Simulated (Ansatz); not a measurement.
# A hypothetical structure for LuVGe2, part 2 of 2

This structure for LuVGe2 is made up. Its elements were placed in a known structure type with a cell scaled to their sizes. What cell does the guess relax to, and how far off was it?

Ansatz 0.2.0; DFT, PBE, plane-wave PAW, files of the set soft_1, scalar-relativistic, ferromagnetic start, cell and ions relaxed at zero pressure; PAW set soft_1 (the session's first sound run).

So far: Starting point; Relaxation of the guess. The relaxed cell has a, b, c = 3.927, 20.282, 3.843 Å (conventional setting).

### 3. Bands of the relaxed cell

A second self-consistent run takes a narrower smearing and the mesh shown in its input; the bands follow along the standard path of the relaxed lattice.

This step: DFT, PBE, plane-wave PAW, files of the set soft_1, scalar-relativistic, ferromagnetic start, bands and density of states at the relaxed cell; PAW set soft_1 (Ansatz 0.2.0).

input.yaml reads:

```yaml
crystal:
  lattice:
    - [1.9636633927, -10.1407694105, 0.0]
    - [1.9636633927, 10.1407694105, 0.0]
    - [0.0, 0.0, 3.84316349]
  atoms:
    - { symbol: Lu, position: [0.9123170045, 0.0876829955, 0.75] }
    - { symbol: Lu, position: [0.0876829955, 0.9123170045, 0.25] }
    - { symbol: Ge, position: [0.5401495825, 0.4598504175, 0.75] }
    - { symbol: Ge, position: [0.4598504175, 0.5401495825, 0.25] }
    - { symbol: Ge, position: [0.2489225993, 0.7510774007, 0.75] }
    - { symbol: Ge, position: [0.7510774007, 0.2489225993, 0.25] }
    - { symbol: V, position: [0.6636676069, 0.3363323931, 0.75], spin: 1.2 }
    - { symbol: V, position: [0.3363323931, 0.6636676069, 0.25], spin: 1.2 }
magnetization:
  spin_polarized: true
kpoints:
  mp_grid: { grid: [8, 8, 8] }
  band_path:
    path:
      - [[0.0, 0.0, 0.0], [0.25937416, 0.25937416, 0.0], [0.0, 0.5, 0.0], [0.0, 0.5, 0.5], [0.25937416, 0.25937416, 0.5], [0.0, 0.0, 0.5], [0.0, 0.0, 0.0], [-0.5, 0.5, 0.0], [-0.25937416, 0.74062584, 0.0], [-0.25937416, 0.74062584, 0.5], [-0.5, 0.5, 0.5], [-0.5, 0.5, 0.0]]
      - [[0.0, 0.0, 0.5], [-0.5, 0.5, 0.5]]
    npoints: 6
scf:
  occupations: { method: fermi_dirac, width: 0.03 }
  n_extra_bands: 14
hamiltonian:
  xc: pbe
  pseudopotentials: { kind: paw, azcp: { folder: soft_1 } }
output:
  forces: true
  stress: true
  write_bands: true
  dos: { projected: true }
  write_density: true
  write_potential: true
  elf: true
  volumetric_format: npy
```

Launch:

```sh
$ ansatz run input.yaml --threads 4 --pin off --max-ram 10240MiB --backend cpu --events-out ev --progress --plain --runs-dir out
```

Numbers of over 12 decimals in the logs are rounded to 6 here.

Output:

```text
Warning: the band count 80 (scf.n_extra_bands) hosts the net moment |M| = 2.4000 μB (N_el = 132) but caps the reachable moment at 2·n_bands − N_el = 28.0000 μB, below the 81 bands that the automatic rule leaves for it — a moment growing past the seed, or the majority channel's smearing tail, pins there with fewer empty majority states than that count leaves; raise or omit scf.n_extra_bands unless the cap is intended
[...]
Lu: projections on atomic orbitals take those of the free atom [Kr 4d10] 4f14 5s2 5p6 5d1 6s2, of charge +0.00 (hamiltonian.pseudopotentials.projection_atoms); the dataset's partial waves leave at most 4.6e-5 of an orbital's norm unspanned inside its sphere
[...]
Crystal: 8 atoms, lattice volume = 153.058 Å³
Basis set: ecut = 420 eV, 3043 PW (Γ), FFT grids on a1+a2, a2, a3, exchange–correlation on 54×144×54 points (8 copies of the dense FFT grid, shifted against one another)
Bands: 80, of which v1, the nominal top of the filled ones, is band 66 counted from 1 (65 counted from 0)
Symmetry: 8 space group operations
[...]
k-points: 105 of 512
[...]
Starting moments: Σ|m| = 2.4 μB on 2 of 8 sites
[...]
SCF iter   1: F=—  HF=-52476.005106 eV  |F-HF|=—  |Δ(HF+E_count)|=         —  Δρ=4.54e-2 (↑4.54e-2 ↓2.51e-2)  dr2=3.47e1  dr2_m=3.07e-1  M=1.715 μB ∫|m|=1.845 μB  β_m=0.30  ethr=3.10e-3  ⟨swp⟩=6.1  Hψ=67658  notcnv=0  defer=1
[...]
SCF iter  16: F=-52472.524264 eV  HF=-52472.524264 eV  |F-HF|=9.39e-9  |Δ(HF+E_count)|=   4.05e-8  Δρ=8.24e-7 (↑8.24e-7 ↓8.23e-7)  dr2=7.78e-9  dr2_m=1.83e-11  M=3.107 μB ∫|m|=3.576 μB  ethr=6.29e-11  ⟨swp⟩=10.7  Hψ=137045  notcnv=0
SCF 1 converged in 16 iterations: F = -52472.524264 eV  dr2 = 7.78e-9
[...]
NSCF: frozen V_eff on 74 k-points
SCF converged after 16 iterations
Magnetization: 3.1073 μB (67.5536 up, 64.4464 down)
Absolute magnetization: 3.5719 μB (∫|ρ↑−ρ↓|, with the PAW one-centre terms)
[...]
Per-site moments (μB) at R_I (Å): [(0.023069, 1.201065), (0.023069, 1.201065), (-0.014419, 1.033368), (-0.014419, 1.033368), (-0.020750, 1.078458), (-0.020750, 1.078458), (1.254879, 1.033368), (1.254879, 1.033368)]
Free energy (F): -52472.524264 eV
[...]
Internal energy: -52472.510485 eV  (E = F + TS)
E sigma→0 (E₀):  -52472.517374 eV
Entropy (-TS):   -0.013779 eV (-1.722 meV/atom)
Fermi energy:    13.683878 eV
[...]
--- Forces (eV/Å), atoms counted from 1 ---
  atom   1  Lu     0.00000000    -0.00370133    -0.00000000
  atom   2  Lu     0.00000000     0.00370133     0.00000000
  atom   3  Ge     0.00000000    -0.00985757    -0.00000000
  atom   4  Ge     0.00000000     0.00985757     0.00000000
  atom   5  Ge     0.00000000     0.02981683    -0.00000000
  atom   6  Ge     0.00000000    -0.02981683     0.00000000
  atom   7  V      0.00000000     0.00793354     0.00000000
  atom   8  V      0.00000000    -0.00793354    -0.00000000
  max |Σ_I F_I| component: 0.00e0 eV/Å
--- Stress (GPa, compression-positive) ---
        0.016852       0.000000       0.000000
        0.000000       0.083275      -0.000000
        0.000000      -0.000000      -0.049115
  P = ⅓ Tr σ = 0.0170 GPa (0.170 kbar)
--- Band table (eV; the first three rows and the last of 210) ---
  k-point 0 ↑: bands = [... 62 lower, 12.9276, 13.2418, 13.2645, 13.3209, 13.3450, 13.4744, 14.1879, 14.2792, ... 10 higher]
  k-point 1 ↑: bands = [... 62 lower, 13.0408, 13.1452, 13.2772, 13.3240, 13.4287, 13.8121, 13.9960, 14.1824, ... 10 higher]
  k-point 2 ↑: bands = [... 62 lower, 12.8559, 12.8624, 13.0079, 13.1596, 13.4210, 13.6023, 14.1836, 14.6214, ... 10 higher]
  k-point 104 ↓: bands = [... 62 lower, 13.1179, 13.1179, 13.6674, 13.6674, 14.5218, 14.5218, 14.7382, 14.7382, ... 10 higher]
```

Elapsed: 2 min, on 4 threads of Arm Neoverse V2, shared host; peak memory 1.8 GiB.

This step gave:

* free energy: -52472.5243 eV
* energy at zero smearing: -52472.5174 eV
* smearing term TS: 0.01378 eV
* magnetization: 3.107 μB
* absolute magnetization: 3.572 μB
* site moments: 0.02307, 0.02307, -0.01442, -0.01442, -0.02075, -0.02075, 1.255, 1.255 μB
* pressure: 0.01700 GPa

bands.tsv at the labelled points (eV, zero at the Fermi level; the bands that come nearest the Fermi level along the path):

```
point  band_65_up  band_66_up  band_67_up  band_68_up  band_62_dn  band_63_dn  band_64_dn  band_65_dn
    Γ       -0.36       -0.34       -0.21        0.50       -0.79        0.53        0.58        0.59
    X       -0.57       -0.33        0.46        0.49       -0.32       -0.07       -0.07        0.03
    S       -0.58       -0.36        0.46        0.51       -0.30       -0.09       -0.08        0.03
    R       -0.82       -0.71       -0.71        0.53       -0.26       -0.26       -0.18       -0.18
    A       -0.82       -0.71       -0.71        0.53       -0.32       -0.32       -0.10       -0.10
    Z       -0.50       -0.09       -0.09        0.71       -0.74       -0.74       -0.04       -0.04
    Γ       -0.36       -0.34       -0.21        0.50       -0.79        0.53        0.58        0.59
    Y       -0.36       -0.24       -0.04        0.03       -0.44        0.18        0.41        0.70
   X1       -0.57       -0.33        0.46        0.49       -0.32       -0.07       -0.07        0.03
   A1       -0.82       -0.71       -0.71        0.53       -0.32       -0.32       -0.10       -0.10
    T       -0.61       -0.31       -0.31        0.66       -0.57       -0.57       -0.02       -0.02
    Y       -0.36       -0.24       -0.04        0.03       -0.44        0.18        0.41        0.70
    Z       -0.50       -0.09       -0.09        0.71       -0.74       -0.74       -0.04       -0.04
    T       -0.61       -0.31       -0.31        0.66       -0.57       -0.57       -0.02       -0.02
```

Site moment by atom:

```csv
atom,site moment (μB)
Lu1,0.02
Lu2,0.02
Ge3,-0.01
Ge4,-0.01
Ge5,-0.02
Ge6,-0.02
V7,1.25
V8,1.25
```

Spin density in the ab plane of the cell as run, not the conventional one, at fractional z = 0.250, with atoms of Lu and Ge and V within 0.2 Å of it.

Values in e/Å³, 13 rows by 16 columns, each cell a mean:
```
0.0 0.0 0.0 0.0 0.0 0.0 0.0 0.0 0.0 0.0 0.0 0.0 0.0 0.0 0.0 0.0
0.0 0.0 0.0 0.0 0.0 0.0 0.0 0.1 0.0 0.0 0.0 0.0 0.0 0.0 0.0 0.0
0.0 0.0 0.0 0.0 0.0 0.0 0.2 0.3 0.1 0.0 0.0 0.0 0.0 0.0 0.0 0.0
0.0 0.0 0.0 0.0 0.0 0.4 0.9 0.2 0.0 0.0 0.0 0.0 0.0 0.0 0.0 0.0
0.0 0.0 0.0 0.1 0.6 1.0 0.2 0.0 0.0 0.0 0.0 0.0 0.0 0.0 0.0 0.0
0.0 0.0 0.1 0.4 0.6 0.1 0.0 0.0 0.0 0.0 0.0 0.0 0.0 0.0 0.0 0.0
0.0 0.0 0.1 0.1 0.0 0.0 0.0 0.0 0.0 0.0 0.0 0.0 0.0 0.0 0.0 0.0
0.0 0.0 0.0 0.0 0.0 0.0 0.0 0.0 0.0 0.0 0.0 0.0 0.0 0.0 0.0 0.0
0.0 0.0 0.0 0.0 0.0 0.0 0.0 0.0 0.0 0.0 0.0 0.0 0.0 0.0 0.0 0.0
0.0 0.0 0.0 0.0 0.0 0.0 0.0 0.0 0.0 0.0 0.0 0.0 0.0 0.0 0.0 0.0
0.0 0.0 0.0 0.0 0.0 0.0 0.0 0.0 0.0 0.0 0.0 0.0 0.0 0.0 0.0 0.0
0.0 0.0 0.0 0.0 0.0 0.0 0.0 0.0 0.0 0.0 0.0 0.0 0.0 0.0 0.0 0.0
0.0 0.0 0.0 0.0 0.0 0.0 0.0 0.0 0.0 0.0 0.0 0.0 0.0 0.0 0.0 0.0
```
Columns run along a (10.3 Å), rows up along b (10.3 Å). Atoms in or near the plane, at fractional coordinates: Lu at (0.09, 0.91), Ge at (0.46, 0.54), Ge at (0.75, 0.25), V at (0.34, 0.66).

Electrostatic potential energy in the ab plane of the cell as run, not the conventional one, at fractional z = 0.250, with atoms of Lu and Ge and V within 0.2 Å of it. With pseudopotentials it is smooth inside the atoms' cores, unlike the true potential.

Values in eV, 13 rows by 16 columns, each cell a mean:
```
 -4 -36 -40 -13  12  16  15  11   9   9  12  15  16  15  16  14
-39 -38  -9  13  16  16  13   4  -8   4  14  14  14  15  13  -8
-30   0  14  16  16  12  -8 -25  -9  11   9   7  12  12  -6 -38
  8  15  16  16   8 -17 -26 -13   7  -1  -6   8  12   2 -20 -13
 16  16  15   4 -21 -24 -10   3  -5  -8   4  13   8   2   6  13
 13  13   4 -23 -23  -4   0  -5  -6   4  14  13  11  13  15  15
  8   7 -15 -13   5  -1  -5  -5   6  15  15  15  16  16  11   3
 10   5   5  11   0  -8  -3  10  15  16  16  17  15   3  -7  -1
 13  13  14   6  -4   4  13  14  15  17  17  12  -3  -6  -4  11
 16  15  12   9  11  12  11  13  16  16   9  -5  -5  -2  13  16
 16  15  14  13   7   2   8  15  16   7  -6  -5   1  15  17  16
 16  15  10  -8 -19   0  13  16   9  -8  -6   6  16  17  16  16
 15   4 -26 -39 -11  12  16  12   1   1  10  15  16  16  16  16
```
Columns run along a (10.3 Å; values clipped at the 3rd and 97th percentile), rows up along b (10.3 Å). Atoms in or near the plane, at fractional coordinates: Lu at (0.09, 0.91), Ge at (0.46, 0.54), Ge at (0.75, 0.25), V at (0.34, 0.66).

Valence density in the ab plane of the cell as run, not the conventional one, at fractional z = 0.250, with atoms of Lu and Ge and V within 0.2 Å of it. It is the smooth field of the valence electrons, not physical close to the nuclei.

Ten steps, logarithmic in the rise over the least value, from '_' (0 e/Å³) to '@' (39 e/Å³), each cell a mean:
```
__::++%%@@##==..____________......________________________
::**@@@@%%==..______________........______________________
**@@@@##==..______________..........____________________::
%%@@**--________________..::----..________..__________--**
##++::________________..==++==::..__........________::++##
--..______________..--++**++--..............______::==**++
________________..--**##**==......::::::..______..--====::
______________..==####**==....::====--..______..::::::..__
____________..==####**--....--****==..________......______
__________..==**##++::..::++%%%%++..______________________
______....==****==::..::**@@@@++..________________________
........--====--....::**@@@@++..________________________..
........::::......::**%%##==..______________________......
............__..::==**++::..____________________....::::..
____________....::==--..______________________..--==--::..
__________....::::....____________________..::++##++::..__
__________........______________________..--##@@##--..____
__________....________________________..==%%@@##--..______
____________________________________..==%%@@##--..________
________________......____________..==##%%++::..__________
____________..::::::..__________..--++**==..______________
__________..--====::__________..::----::..________________
______..--++**++--..__________..::::....__________________
____..==##%%**==..__________..........____________________
```
Columns run along a (10.3 Å), rows up along b (10.3 Å). Atoms in or near the plane, at fractional coordinates: Lu at (0.09, 0.91), Ge at (0.46, 0.54), Ge at (0.75, 0.25), V at (0.34, 0.66).

### 4. Summary of results

```yaml
space_group_relaxed: Cmcm
conventional_cell: a = 3.927, b = 20.282, c = 3.843 Å; α = 90.0°, β = 90.0°, γ = 90.0°
volume_per_atom: 19.13 Å³ (guess 17.97)
total_moment: 3.05 μB in the cell of 8 atoms
```

What this shows: LuVGe2 relaxes to Cmcm with a = 3.927, b = 20.282 and c = 3.843 Å. The guessed volume was 6 % too small. The space group Cmcm was held in the relaxation, so the end point is a stationary structure within it and may be a saddle against distortions or other arrangements. The input starts from parallel moments, and no other start was typed. Bands cross the Fermi level, so it is a metal or semimetal at this level. On the 8×8×8 mesh with the narrower smearing (relaxed on 7×7×7) the largest force component is 0.030 eV/Å and the largest stress component is 0.083 GPa, against the relaxation's thresholds of 0.015 eV/Å and 0.05 GPa. The cutoff wasn't tested. A vector of the cell changed its length by 17 %, more than the volume shows. Spin-orbit coupling is left out, which can matter for elements this heavy. No dispersion term is used, so weakly bound directions may come out too long. Nothing here tests whether the compound is stable against decomposition.

[Logs are printed without paths, hosts, clocks, repeated set-up lines and the standing remarks that a program may print on its own settings, such as how far it seeks lower states.]

[Hosts, paths, dates, database ids (printed as entryN), source tags and the programs' standing remarks are cut or masked in the printed files.]
